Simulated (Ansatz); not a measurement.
# GaP (F-43m): zone-centre modes under pressure, part 2 of 3

Wanted: Grüneisen parameters and pressure coefficients of the modes of GaP (F-43m).

Ansatz 0.2.0; DFT LDA, scalar-relativistic, plane waves, PAW; PAW set soft_1.

So far, gap on the k-mesh (eV): step 2 (bringing the structure to rest) 1.43; step 3 (tight relaxation) 1.39.

## (4) Modes at rest

The modes at rest are the reference of the series, and the response to a field gives the dielectric tensor and the Born charges.

input.yaml

```yaml
crystal:
  lattice:
    - [0.0, 2.6957057139, 2.6957057139]
    - [2.6957057139, 0.0, 2.6957057139]
    - [2.6957057139, 2.6957057139, 0.0]
  atoms:
    - { symbol: P, position: [0.75, 0.75, 0.75] }
    - { symbol: Ga, position: [0.0, 0.0, 0.0] }
kpoints:
  mp_grid: { grid: [12, 12, 12] }
hamiltonian:
  xc: lda
  pseudopotentials: { kind: paw, azcp: { folder: soft_1 }, xc_functional: pbe }
scf:
  occupations: { method: fixed }
output:
  eigenvalues: true
phonons:
  method: dfpt
  dielectric: true
  rigid_motions: translations
  raman: true
```

Started as:

```console
$ ansatz run input.yaml --threads 4 --pin off --max-ram 10240MiB --backend cpu --events-out ev --progress --plain --runs-dir out
```

Numbers of over 12 decimals in the logs are rounded to 6 here.

Output:

```text
[...]
Crystal: 2 atoms, lattice volume = 39.178 Å³
Basis set: ecut = 420 eV, 749 PW (Γ), exchange–correlation on 54×54×54 points (8 copies of the dense FFT grid, shifted against one another)
Bands: 13, of which v1, the nominal top of the filled ones, is band 9 counted from 1 (8 counted from 0)
Symmetry: 24 space group operations
k-points: 280 of 1728 (irreducible under 4 space group operations, time reversal used)
[...]
SCF iter   1: F=—  HF=-4433.967840 eV  |F-HF|=—  |Δ(HF+E_count)|=         —  Δρ=4.49e-2  dr2=6.65e-1  ethr=3.10e-3  ⟨swp⟩=5.0  Hψ=19667  notcnv=0  defer=522
[...]
SCF iter   8: F=-4433.772763 eV  HF=-4433.772763 eV  |F-HF|=1.18e-11  |Δ(HF+E_count)|=  4.29e-10  Δρ=2.47e-7  dr2=1.11e-11  ethr=1.00e-12  ⟨swp⟩=8.0  Hψ=28383  notcnv=0
SCF 1 converged in 8 iterations: F = -4433.772763 eV  dr2 = 1.11e-11
[...]
NSCF: frozen V_eff on 1 k-points
DFPT response loops at Γ: preconditioner auto → none (the input reference at scf.mixing.eps_inf says where Resta's filter doesn't serve); β = 0.50; Broyden in place of MSR1
── the response to a field inside a basis, on 12×12×12 k-points: an SCF that follows is theirs, and a resumed run solves both again ──
Bands: 10, of which v1, the nominal top of the filled ones, is band 9 counted from 1 (8 counted from 0)
k-points: 182
[...]
Eigensolver: Dense (182 Hₖ)
SCF iter   1: F=—  HF=-4433.772030 eV  |F-HF|=—  |Δ(HF+E_count)|=         —  Δρ=1.31e-4  dr2=2.47e-6  ethr=1.00e-1
[...]
SCF iter   6: F=-4433.772029 eV  HF=-4433.772029 eV  |F-HF|=9.09e-13  |Δ(HF+E_count)|=  1.18e-11  Δρ=1.20e-7  dr2=2.07e-12  ethr=1.00e-12
SCF 1 converged in 6 iterations: F = -4433.772029 eV  dr2 = 2.07e-12
[...]
WARN: field response: ε∞ stands inside a basis, on 12×12×12 points; the force constants stand on the 12×12×12 k-mesh, whose period is 13.02 times the interband length at k = (0.0000, 0.0000, 0.0000), direct gap 1.881 eV, under 14: take them and everything formed from them as unconverged, and compare with a denser kpoints.mp_grid
SCF converged after 8 iterations
Free energy (F): -4433.772763 eV
[...]
Internal energy: -4433.772763 eV  (E = F + TS)
E sigma→0 (E₀):  -4433.772763 eV
Fermi energy:    7.244811 eV
[...]
--- Band table (eV; the first three rows and the last of 280) ---
  k-point 0: bands = [... 5 lower, -5.5231, 7.2448, 7.2448, 7.2448, 9.1254, 11.0239, 11.0239, 11.0239]
  k-point 1: bands = [... 5 lower, -5.4285, 6.3154, 7.1261, 7.1261, 9.6037, 11.2029, 11.2029, 11.2439]
  k-point 2: bands = [... 5 lower, -5.1513, 4.7783, 6.8485, 6.8485, 9.6353, 11.5983, 11.5983, 12.2492]
  k-point 279: bands = [... 5 lower, -2.2624, 0.4614, 3.4679, 3.6110, 11.8446, 12.1506, 13.2433, 13.3031]
--- Phonons (Γ-DFPT): 2 representative perturbations + reference, on 280 of 1728 k-points (Σ response iterations 6) ---
  k mesh reduced under 4 symmetry operations, with k and −k counted as one. Each operation leaves every solved perturbation unchanged. A smaller set is not considered because the run solves the response to a homogeneous field
  ASR residual: 1.029e-4 → 0.000e0 eV/Å²; symmetrization residual: 1.717e-6 eV/Å²
  ASR residual per site (eV/Å²): 1.03e-4 9.95e-5
  Γ frequencies (cm⁻¹): 0.00 0.00 0.00 364.97 364.97 364.97
  ε∞ (high-frequency dielectric tensor):
       10.636031    -0.000000    -0.000000
       -0.000000    10.636031     0.000000
       -0.000000     0.000000    10.636031
  ε⁰ (static dielectric tensor: ions relaxed, cell fixed):
       12.477639    -0.000000    -0.000000
       -0.000000    12.477639     0.000000
       -0.000000     0.000000    12.477639
  ε⁰ − ε∞ (ionic part):
        1.841608     0.000000     0.000000
        0.000000     1.841608     0.000000
        0.000000     0.000000     1.841608
  softest optical mode at Γ: 364.97 cm⁻¹; the repairs (sum rule, projections) moved no ω² at Γ by more than (1.00 cm⁻¹)²
  Born effective charges Z* (e; rows j = field, columns β = displacement):
    site 0:
        -2.04668   -0.00000   -0.00000
         0.00000   -2.04668   -0.00000
        -0.00000   -0.00000   -2.04668
    site 1:
         2.04668    0.00000    0.00000
        -0.00000    2.04668    0.00000
         0.00000    0.00000    2.04668
  Z* charge neutrality: 1.122e-4 e pre-enforcement
  solved inside a basis spanned on kpoints, on 12×12×12 k-points transformed towards the longest dipole: ε∞ is read to err by 3.0e-2, Z* by 1.4e-2 e (field_mesh: kpoints solves on kpoints); Z* is corrected for what the basis lacks
  Raman tensors (in the event stream and the table raman_tensors.tsv): an entry may err by 9.6e-3 Å², one of the second-order susceptibility by 1.0e-1 pm/V (basis, points and sum rule); their sum over the sites missed zero by 4.557e-5 Å² ahead of its enforcement
  optical modes at Γ without the LO–TO term, one row a degenerate level:
      ω (cm⁻¹)  modes    IR ((D/Å)²/amu)  static Raman (Å⁴/amu)  depolarisation
        364.97      3            13.5185               258.0119           0.750
  optical modes at Γ + LO–TO along q̂ = [1.0000, 0.0000, 0.0000]:
      ω (cm⁻¹)  modes    IR ((D/Å)²/amu)  static Raman (Å⁴/amu)  depolarisation
        364.97      2             9.0124               172.0079           0.750
        395.31      1             4.5062               220.4710           0.750
  optical modes at Γ + LO–TO along q̂ = [0.0000, 1.0000, 0.0000]:
      ω (cm⁻¹)  modes    IR ((D/Å)²/amu)  static Raman (Å⁴/amu)  depolarisation
        364.97      2             9.0124               172.0079           0.750
        395.31      1             4.5062               220.4710           0.750
  optical modes at Γ + LO–TO along q̂ = [0.0000, 0.0000, 1.0000]:
      ω (cm⁻¹)  modes    IR ((D/Å)²/amu)  static Raman (Å⁴/amu)  depolarisation
        364.97      2             9.0124               172.0079           0.750
        395.31      1             4.5062               220.4710           0.750
```

Elapsed: 1.8 min, on 4 threads of Arm Neoverse V1, shared host; peak memory 1.2 GiB.

This step gave:

| Quantity | Value |
| --- | --- |
| sum-rule residual before enforcement | 1.03e-4 eV/Å² |
| miss of the charge sum rule | 1.12e-4 e |
| estimated error of the dielectric tensor | 0.03025 |
| estimated error of the Born charges | 0.01358 e |
| point group | -43m |
| highest optical mode at the zone centre (no LO-TO term) | 365.0 cm⁻¹ |
| lowest optical zone-centre mode | 365.0 cm⁻¹ |
| mean high-frequency dielectric constant | 10.64 |
| largest Born charge (third of the trace) | -2.047 e |
| mean static dielectric constant | 12.48 |
| top of the zone-centre spectrum with the field | 395.3 cm⁻¹ |

Without the LO-TO term. Patterns of degenerate modes are one choice out of their space. The modes at Γ (shares of kinetic energy by element, %):

```tsv
mode	frequency (cm⁻¹)	symmetry	P %	Ga %
1	0.0	acoustic	31	69
2	0.0	acoustic	31	69
3	0.0	acoustic	31	69
4	365.0	T2	69	31
5	365.0	T2	69	31
6	365.0	T2	69	31
```

Displacements in mode 5 (365.0 cm⁻¹), the largest set to 1:
```
P1   0.00  1.00  0.00
Ga2  0.00 -0.44  0.00
```

Optical modes at the zone centre, without and with the macroscopic field of the longitudinal modes; each column is sorted by frequency, so a row need not hold one and the same mode. Modes with and without the field, by row:

```tsv
rank among optical modes	no field (cm⁻¹)	q along (1, 0, 0) (cm⁻¹)
1	365	365
2	365	365
3	365	395.3
```

Born charge (rows field, columns displacement) (e), principal values of the symmetric part by kind of site:

```tsv
atom	atoms with these values	low	middle	high	mean
P1	1	-2.05	-2.05	-2.05	-2.05
Ga2	1	2.05	2.05	2.05	2.05
```

In full for Ga2:

```
2.05 0.00 0.00
0.00 2.05 0.00
0.00 0.00 2.05
```

High-frequency dielectric tensor:

```
10.64  0.00  0.00
 0.00 10.64  0.00
 0.00  0.00 10.64
```

Static dielectric tensor (ions relaxed, fixed cell):

```
12.48  0.00  0.00
 0.00 12.48  0.00
 0.00  0.00 12.48
```

Transverse modes. Lines of the infrared spectrum (strongest = 100):

```tsv
position (cm⁻¹)	label	relative intensity
365	T2	100
```

Activity x (w_L - w)^4 (n + 1)/w, 532 nm, 300 K; the tensors are static ones, while 532 nm light lies above the computed direct gap, where resonance would change the heights; modes without the macroscopic field alone. Raman lines, with heights relative to the strongest:

```tsv
position (cm⁻¹)	label	relative intensity
365	T2	100
```

Before it was imposed, the acoustic sum rule was missed by 1.0e-4 eV/Å² and the charge sum rule by 1.1e-4 e. Small misses are needed for a sound result but don't prove that mesh and cutoff are converged. The lowest optical mode is real, 365 cm⁻¹.

The log warns of the k mesh: “the force constants stand on the 12×12×12 k-mesh, whose period is 13.02 times the interband length at k = (0.0000, 0.0000, 0.0000), direct gap 1.881 eV, under 14: take them and everything formed from them as unconverged”. So the frequencies of this run count as unconverged too.

## (5) Ground state of a member: 1.06 times the volume at rest

The cell is set to 1.06 times the volume at rest; symmetry leaves nothing else free, so this is a single point.

input.yaml, the sections that differ from step 4:

```yaml
crystal:
  lattice:
    - [0.0, 2.7485761114, 2.7485761114]
    - [2.7485761114, 0.0, 2.7485761114]
    - [2.7485761114, 2.7485761114, 0.0]
  atoms:
    - { symbol: P, position: [0.75, 0.75, 0.75] }
    - { symbol: Ga, position: [0.0, 0.0, 0.0] }
scf:
  occupations: { method: gaussian, width: 0.02 }
output:
  forces: true
  stress: true
  eigenvalues: true
# kpoints, hamiltonian: as in step 4
# phonons: removed
```

Output:

```text
[...]
Crystal: 2 atoms, lattice volume = 41.529 Å³
Basis set: ecut = 420 eV, 869 PW (Γ)
Bands: 13, of which v1, the nominal top of the filled ones, is band 9 counted from 1 (8 counted from 0)
Symmetry: 24 space group operations
[...]
k-points: 72 of 1728 (time reversal used)
[...]
SCF iter   1: F=—  HF=-4433.912300 eV  |F-HF|=—  |Δ(HF+E_count)|=         —  Δρ=4.24e-2  dr2=6.12e-1  ethr=3.10e-3  ⟨swp⟩=6.4  Hψ=6501  notcnv=0
[...]
SCF iter   7: F=-4433.737154 eV  HF=-4433.737154 eV  |F-HF|=1.83e-9  |Δ(HF+E_count)|=   6.80e-8  Δρ=5.74e-6  dr2=6.81e-9  ethr=5.56e-10  ⟨swp⟩=6.4  Hψ=4821  notcnv=0
SCF 1 converged in 7 iterations: F = -4433.737154 eV  dr2 = 6.81e-9
[...]
SCF converged after 7 iterations
Free energy (F): -4433.737154 eV
[...]
Internal energy: -4433.737154 eV  (E = F + TS)
E sigma→0 (E₀):  -4433.737154 eV
Fermi energy:    7.208373 eV
[...]
--- Stress (GPa, compression-positive) ---
       -4.601660       0.000000      -0.000000
        0.000000      -4.601660       0.000000
        0.000000       0.000000      -4.601660
  P = ⅓ Tr σ = -4.6017 GPa (-46.017 kbar)
--- Band table (eV; the first three rows and the last of 72) ---
  k-point 0: bands = [... 5 lower, -5.8200, 6.5084, 6.5084, 6.5084, 7.9080, 10.3013, 10.3013, 10.3013]
  k-point 1: bands = [... 5 lower, -5.7325, 5.5566, 6.4006, 6.4006, 8.4752, 10.4643, 10.4668, 10.4668]
  k-point 2: bands = [... 5 lower, -5.4756, 4.0834, 6.1459, 6.1459, 8.6413, 10.8374, 10.8374, 11.3013]
  k-point 71: bands = [... 5 lower, -2.8520, -0.0248, 3.0070, 3.1570, 11.0895, 11.1598, 12.3897, 12.5145]
```

Elapsed: 1.2 s, on 4 threads; peak memory 0.34 GiB.

This step gave:

| Item | Value |
| --- | --- |
| pressure | -4.602 GPa |
| gap on the k-mesh | 1.400 eV |
| volume per atom | 20.76 Å³ |

The forces vanish by symmetry, at a pressure of -4.60 GPa.

## (6) Zone-centre modes of the member: 1.06 times the volume at rest

The zone-centre modes follow for 1.06 times the volume at rest, with the response to a field.

Edit input.yaml of step 5 so:

```diff
@@ -14,6 +14,8 @@
 scf:
-  occupations: { method: gaussian, width: 0.02 }
+  occupations: { method: fixed }
 output:
-  forces: true
-  stress: true
   eigenvalues: true
+phonons:
+  method: dfpt
+  dielectric: true
+  rigid_motions: translations
```

Output:

```text
[...]
Crystal: 2 atoms, lattice volume = 41.529 Å³
Basis set: ecut = 420 eV, 869 PW (Γ), exchange–correlation on 54×54×54 points (8 copies of the dense FFT grid, shifted against one another)
Bands: 13, of which v1, the nominal top of the filled ones, is band 9 counted from 1 (8 counted from 0)
Symmetry: 24 space group operations
k-points: 280 of 1728 (irreducible under 4 space group operations, time reversal used)
[...]
SCF iter   1: F=—  HF=-4433.912396 eV  |F-HF|=—  |Δ(HF+E_count)|=         —  Δρ=4.24e-2  dr2=6.13e-1  ethr=3.10e-3  ⟨swp⟩=5.0  Hψ=19669  notcnv=0  defer=520
[...]
SCF iter   8: F=-4433.737155 eV  HF=-4433.737155 eV  |F-HF|=8.19e-12  |Δ(HF+E_count)|=  4.18e-10  Δρ=2.19e-7  dr2=8.91e-12  ethr=1.00e-12  ⟨swp⟩=8.5  Hψ=29071  notcnv=0
SCF 1 converged in 8 iterations: F = -4433.737155 eV  dr2 = 8.91e-12
[...]
Bands: 10, of which v1, the nominal top of the filled ones, is band 9 counted from 1 (8 counted from 0)
k-points: 280
[...]
Eigensolver: Dense (280 Hₖ)
SCF iter   1: F=—  HF=-4433.736486 eV  |F-HF|=—  |Δ(HF+E_count)|=         —  Δρ=1.20e-4  dr2=2.32e-6  ethr=1.00e-1
[...]
SCF iter   4: F=-4433.736485 eV  HF=-4433.736485 eV  |F-HF|=3.26e-9  |Δ(HF+E_count)|=   2.58e-7  Δρ=3.14e-6  dr2=3.78e-9  ethr=1.07e-9
SCF 1 converged in 4 iterations: F = -4433.736485 eV  dr2 = 3.78e-9
[...]
SCF converged after 8 iterations
Free energy (F): -4433.737155 eV
[...]
Internal energy: -4433.737155 eV  (E = F + TS)
E sigma→0 (E₀):  -4433.737155 eV
Fermi energy:    6.508411 eV
[...]
--- Band table (eV; the first three rows and the last of 280) ---
  k-point 0: bands = [... 5 lower, -5.8200, 6.5084, 6.5084, 6.5084, 7.9081, 10.3013, 10.3013, 10.3013]
  k-point 1: bands = [... 5 lower, -5.7325, 5.5566, 6.4007, 6.4007, 8.4753, 10.4643, 10.4668, 10.4668]
  k-point 2: bands = [... 5 lower, -5.4756, 4.0834, 6.1460, 6.1460, 8.6413, 10.8374, 10.8374, 11.3013]
  k-point 279: bands = [... 5 lower, -2.8520, -0.0248, 3.0070, 3.1570, 11.0895, 11.1598, 12.3897, 12.5145]
[...]
ASR residual: 1.450e-4 → 0.000e0 eV/Å²; symmetrization residual: 1.171e-6 eV/Å²
  ASR residual per site (eV/Å²): 7.43e-5 1.45e-4
  Γ frequencies (cm⁻¹): 0.00 0.00 0.00 339.64 339.64 339.64
  ε∞ (high-frequency dielectric tensor):
       11.172749    -0.000000     0.000000
       -0.000000    11.172749     0.000000
        0.000000     0.000000    11.172749
  ε⁰ (static dielectric tensor: ions relaxed, cell fixed):
       13.370789    -0.000000     0.000000
       -0.000000    13.370789    -0.000000
        0.000000    -0.000000    13.370789
  ε⁰ − ε∞ (ionic part):
        2.198040     0.000000     0.000000
        0.000000     2.198040    -0.000000
        0.000000    -0.000000     2.198040
[...]
Born effective charges Z* (e; rows j = field, columns β = displacement):
    site 0:
        -2.14230   -0.00000   -0.00000
         0.00000   -2.14230   -0.00000
        -0.00000   -0.00000   -2.14230
    site 1:
         2.14230    0.00000    0.00000
        -0.00000    2.14230    0.00000
         0.00000    0.00000    2.14230
  Z* charge neutrality: 1.675e-5 e pre-enforcement
[...]
optical modes at Γ without the LO–TO term, one row a degenerate level:
      ω (cm⁻¹)  modes    IR ((D/Å)²/amu)
        339.64      3            14.8111
  optical modes at Γ + LO–TO along q̂ = [1.0000, 0.0000, 0.0000]:
      ω (cm⁻¹)  modes    IR ((D/Å)²/amu)
        339.64      2             9.8741
        371.55      1             4.9370
  optical modes at Γ + LO–TO along q̂ = [0.0000, 1.0000, 0.0000]:
      ω (cm⁻¹)  modes    IR ((D/Å)²/amu)
        339.64      2             9.8741
        371.55      1             4.9370
  optical modes at Γ + LO–TO along q̂ = [0.0000, 0.0000, 1.0000]:
      ω (cm⁻¹)  modes    IR ((D/Å)²/amu)
        339.64      2             9.8741
        371.55      1             4.9370
```

Elapsed: 33 s, on 4 threads; peak memory 0.86 GiB; 2.1 min of CPU time.

This step gave:

```yaml
sum_rule_residual_before_enforcement: 1.45e-4 eV/Å²
miss_of_the_charge_sum_rule: 1.67e-5 e
estimated_error_of_the_dielectric_tensor: 0.03059
estimated_error_of_the_born_charges: 0.01354 e
highest_optical_mode_at_the_zone_centre_no_lo_to_term: 339.6 cm⁻¹
lowest_optical_zone_centre_mode: 339.6 cm⁻¹
mean_high_frequency_dielectric_constant: 11.17
largest_born_charge_third_of_the_trace: -2.142 e
mean_static_dielectric_constant: 13.37
top_of_the_zone_centre_spectrum_with_the_field: 371.6 cm⁻¹
```

Without the LO-TO term. Patterns of degenerate modes are one choice out of their space. Modes at Γ, with each element's share of the kinetic energy:

```tsv
mode	frequency (cm⁻¹)	symmetry	P %	Ga %
1	0.0	acoustic	31	69
2	0.0	acoustic	31	69
3	0.0	acoustic	31	69
4	339.6	T2	69	31
5	339.6	T2	69	31
6	339.6	T2	69	31
```

Transverse modes. Infrared lines, with heights relative to the strongest:

```tsv
position (cm⁻¹)	label	relative intensity
340	T2	100
```

The optical mode without the LO-TO term lies at 339.6 cm⁻¹.

The log warns of the k mesh: “the force constants stand on the 12×12×12 k-mesh, whose period is 11.89 times the interband length at k = (0.0000, 0.0000, 0.0000), direct gap 1.400 eV, under 14: take them and everything formed from them as unconverged”. So the frequencies of this run count as unconverged too.

(Continued in part 3 of 3.)

[Logs are printed without paths, hosts, clocks, repeated set-up lines and the standing remarks that a program may print on its own settings, such as how far it seeks lower states.]

[Hosts, paths, dates, database ids (printed as entryN), source tags and the programs' standing remarks are cut or masked in the printed files.]
